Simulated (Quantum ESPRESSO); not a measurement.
# MgS (Niningerite): a mode Grüneisen parameter, worked out

By how much does an optical zone-centre mode of MgS (Niningerite) shift under hydrostatic pressure?

Program: Quantum ESPRESSO 7.5. Level of theory: DFT LDA, scalar-relativistic, plane waves, JTH PAW pseudopotentials. Results are calculated unless marked as measured.

### Step 1. The relaxed structure

It takes space group Fm-3m (No. 225, cubic). The conventional cell has a = 5.133 Å, b = 5.133 Å, c = 5.133 Å, α = 90.00°, β = 90.00°, γ = 90.00°. Mg has 6 S at 2.57 Å nearest. Nearest to S lie 6 Mg at 2.57 Å. Farther neighbours and most contacts between anions are not listed.

Structure file:

```
Mg S
1.0
    -2.56631    0.00000    2.56631
     0.00000    2.56631    2.56631
    -2.56631    2.56631    0.00000
Mg S
1 1
Direct
  0.00000 0.00000 0.00000
  0.50000 0.50000 0.50000
```

This is the cell after its relaxation at this level of theory, not the database cell from which that began.

### Step 2. Runs at several volumes

The relaxed cell is scaled uniformly; in this structure symmetry fixes all atoms, so nothing has to be relaxed anew. Each volume gets a ground state and a response at Γ. The mode followed is the highest one without the macroscopic field, of symmetry T1u; longitudinal polar modes lie higher. Cutoff 60 Ry, k mesh 8×8×8.

From the response at V/V₀ = 0.94:

The log of the run:

```text
[banners, grids, parts of the stress and lines that vanish by symmetry left out]
Program PHONON v.7.5
     Reading xml data from directory:

[...]
Exchange-correlation= PW
                           (   1   4   0   0   0   0   0)
[...]
kinetic-energy cut-off    =      60.0000  Ry
     charge density cut-off    =     480.0000  Ry
     convergence threshold     =      1.0E-18
[...]
Exchange-correlation= PW
                           (   1   4   0   0   0   0   0)
[...]
q = (   0.0000000   0.0000000   0.0000000 )
     49 Sym.Ops. (with q -> -q+G )
     G cutoff =  548.7988  (  38157 G-vectors)     FFT grid: ( 48, 48, 48)
     G cutoff =  274.3994  (  13539 G-vectors)  smooth grid: ( 36, 36, 36)
     number of k points=    29
[...]
Mode symmetry, O_h (m-3m)  point group:
[...]
Dielectric constant
[...]
End of electric fields calculation
          Dielectric constant in cartesian axis
          (       5.638572980      -0.000000000      -0.000000000 )
          (      -0.000000000       5.638572980       0.000000000 )
          (      -0.000000000       0.000000000       5.638572980 )
          Effective charges (d Force / dE) in cartesian axis without acoustic sum rule applied (asr)
           atom    1  Mg    Mean Z*:        2.22504
      Ex  (        2.22504       -0.00000        0.00000 )
      Ey  (        0.00000        2.22504       -0.00000 )
      Ez  (        0.00000        0.00000        2.22504 )
           atom    2  S     Mean Z*:       -2.24321
      Ex  (       -2.24321        0.00000        0.00000 )
      Ey  (        0.00000       -2.24321       -0.00000 )
      Ez  (        0.00000       -0.00000       -2.24321 )
          Effective charges Sum: Mean:       -0.01817
[...]
Effective charges (d Force / dE) in cartesian axis with asr applied:
           atom    1  Mg    Mean Z*:        2.23413
[...]
atom    2  S     Mean Z*:       -2.23413
[...]
Representation #   1 modes #   1   2   3
[...]
End of self-consistent calculation
     Convergence has been achieved
     Representation #   2 modes #   4   5   6
[...]
End of self-consistent calculation
     Convergence has been achieved
[...]
Dielectric constant in cartesian axis
          (       5.638572980      -0.000000000      -0.000000000 )
          (      -0.000000000       5.638572980       0.000000000 )
          (      -0.000000000       0.000000000       5.638572980 )
          Effective charges (d Force / dE) in cartesian axis without acoustic sum rule applied (asr)
           atom    1  Mg    Mean Z*:        2.22504
      Ex  (        2.22504       -0.00000        0.00000 )
      Ey  (        0.00000        2.22504       -0.00000 )
      Ez  (        0.00000        0.00000        2.22504 )
           atom    2  S     Mean Z*:       -2.24321
      Ex  (       -2.24321        0.00000        0.00000 )
      Ey  (        0.00000       -2.24321       -0.00000 )
      Ez  (        0.00000       -0.00000       -2.24321 )
          Effective charges Sum: Mean:       -0.01817
[...]
Effective charges (d Force / dE) in cartesian axis with asr applied:
           atom    1  Mg    Mean Z*:        2.23413
[...]
atom    2  S     Mean Z*:       -2.23413
[...]
q = (    0.000000000   0.000000000   0.000000000 )
[...]
freq (    1) =       0.064420 [THz] =       2.148814 [cm-1]
     freq (    2) =       0.064420 [THz] =       2.148814 [cm-1]
     freq (    3) =       0.064420 [THz] =       2.148814 [cm-1]
     freq (    4) =       8.875488 [THz] =     296.054417 [cm-1]
     freq (    5) =       8.875488 [THz] =     296.054417 [cm-1]
     freq (    6) =       8.875488 [THz] =     296.054417 [cm-1]
[...]
Mode symmetry, O_h (m-3m)  point group:
     freq (   1-   3) =          2.1  [cm-1]   --> T_1u G_15  G_4- I
     freq (   4-   6) =        296.1  [cm-1]   --> T_1u G_15  G_4- I

   JOB DONE.
```

One volume, V/V₀ = 1, is held back as a test.

```
V/V₀  volume (Å³/atom)  pressure (GPa)   ω (cm⁻¹)
0.94            15.888            5.80     296.05
0.97            16.395            2.65     274.14
   1            16.902           -0.05  held back
1.03            17.409           -2.36     232.24
1.06            17.916           -4.35     211.98
```

### Step 3. The fit

The mode Grüneisen parameter is γ = −d ln ω / d ln V.

```
ln(V/V₀)    ln ω
 -0.0619  5.6905
 -0.0305  5.6136
  0.0296  5.4478
  0.0583  5.3565
```

A straight line through these points has the slope -2.775, so γ = 2.78; at V/V₀ = 1 it predicts ω = exp(5.5240 + 0.0000) = 250.63 cm⁻¹.

A parabola of pressure against ln V through V/V₀ = 0.97, 1 and 1.03 gives the bulk modulus B = −dP/d ln V = 83 GPa at V₀. With ω₀ from the fitted line the pressure coefficient follows as dω/dP = γ ω₀ / B = 2.78 × 250.6 / 83 = 8.34 cm⁻¹/GPa.

### Step 4. The run that was held back

The log of the run:

```text
[banners, grids, parts of the stress and lines that vanish by symmetry left out]
[banner, memory and clock lines left out]
Program PHONON v.7.5

[...]
Exchange-correlation= PW
                           (   1   4   0   0   0   0   0)
[...]
kinetic-energy cut-off    =      60.0000  Ry
     charge density cut-off    =     480.0000  Ry
     convergence threshold     =      1.0E-18
[...]
Exchange-correlation= PW
                           (   1   4   0   0   0   0   0)
[...]
q = (   0.0000000   0.0000000   0.0000000 )
     49 Sym.Ops. (with q -> -q+G )
     G cutoff =  571.9103  (  40533 G-vectors)     FFT grid: ( 48, 48, 48)
     G cutoff =  285.9551  (  14331 G-vectors)  smooth grid: ( 36, 36, 36)
     number of k points=    29
[...]
Mode symmetry, O_h (m-3m)  point group:
[...]
Dielectric constant
[...]
End of electric fields calculation
          Dielectric constant in cartesian axis
          (       5.615832129      -0.000000000      -0.000000000 )
          (      -0.000000000       5.615832129       0.000000000 )
          (      -0.000000000       0.000000000       5.615832129 )
          Effective charges (d Force / dE) in cartesian axis without acoustic sum rule applied (asr)
           atom    1  Mg    Mean Z*:        2.28467
      Ex  (        2.28467        0.00000       -0.00000 )
      Ey  (       -0.00000        2.28467       -0.00000 )
      Ez  (        0.00000        0.00000        2.28467 )
           atom    2  S     Mean Z*:       -2.30158
      Ex  (       -2.30158        0.00000        0.00000 )
[...]
Representation #   1 modes #   1   2   3
[...]
End of self-consistent calculation
     Convergence has been achieved
     Representation #   2 modes #   4   5   6
[...]
End of self-consistent calculation
     Convergence has been achieved
[...]
Dielectric constant in cartesian axis
          (       5.615832129      -0.000000000      -0.000000000 )
          (      -0.000000000       5.615832129       0.000000000 )
          (      -0.000000000       0.000000000       5.615832129 )
          Effective charges (d Force / dE) in cartesian axis without acoustic sum rule applied (asr)
           atom    1  Mg    Mean Z*:        2.28467
      Ex  (        2.28467        0.00000       -0.00000 )
      Ey  (       -0.00000        2.28467       -0.00000 )
      Ez  (        0.00000        0.00000        2.28467 )
           atom    2  S     Mean Z*:       -2.30158
      Ex  (       -2.30158        0.00000        0.00000 )
      Ey  (        0.00000       -2.30158       -0.00000 )
      Ez  (        0.00000       -0.00000       -2.30158 )
          Effective charges Sum: Mean:       -0.01691
[...]
Effective charges (d Force / dE) in cartesian axis with asr applied:
           atom    1  Mg    Mean Z*:        2.29312
[...]
atom    2  S     Mean Z*:       -2.29312
[...]
q = (    0.000000000   0.000000000   0.000000000 )
[...]
freq (    1) =       0.085712 [THz] =       2.859056 [cm-1]
     freq (    2) =       0.085712 [THz] =       2.859056 [cm-1]
     freq (    3) =       0.085712 [THz] =       2.859056 [cm-1]
     freq (    4) =       7.582844 [THz] =     252.936464 [cm-1]
     freq (    5) =       7.582844 [THz] =     252.936464 [cm-1]
     freq (    6) =       7.582844 [THz] =     252.936464 [cm-1]
[...]
Mode symmetry, O_h (m-3m)  point group:
     freq (   1-   3) =          2.9  [cm-1]   --> T_1u G_15  G_4- I
     freq (   4-   6) =        252.9  [cm-1]   --> T_1u G_15  G_4- I
```

It gives 252.94 cm⁻¹ against the predicted 250.63 cm⁻¹, a miss of 2 cm⁻¹.

### Step 5. Summary of results

| Item | Value |
| --- | --- |
| mode Grüneisen parameter | 2.775 |
| bulk modulus | 83.4 GPa |
| pressure coefficient | 8.34 cm⁻¹/GPa |

What this shows: The highest optical mode of MgS (Niningerite) without the LO-TO term stiffens by 8.34 cm⁻¹ a GPa near the relaxed volume, with γ = 2.78. The power law meets all 5 runs within 0.92 %; between neighbouring volumes γ runs from 2.45 to 3.18. Such a coefficient turns a measured shift of this mode into a hydrostatic stress; uniaxial or biaxial stress splits the mode and needs deformation potentials. These are harmonic values at zero temperature for the structure held cubic, which a run at Γ can't show to be stable; the bulk modulus rests on three points.

[Host names and launcher messages were left out of these logs when they were recorded.]

[Logs are printed without paths, hosts, clocks, repeated set-up lines and the standing remarks that a program may print on its own settings, such as how far it seeks lower states.]

[Hosts, paths, dates, database ids (printed as entryN), source tags and the programs' standing remarks are cut or masked in the printed files.]
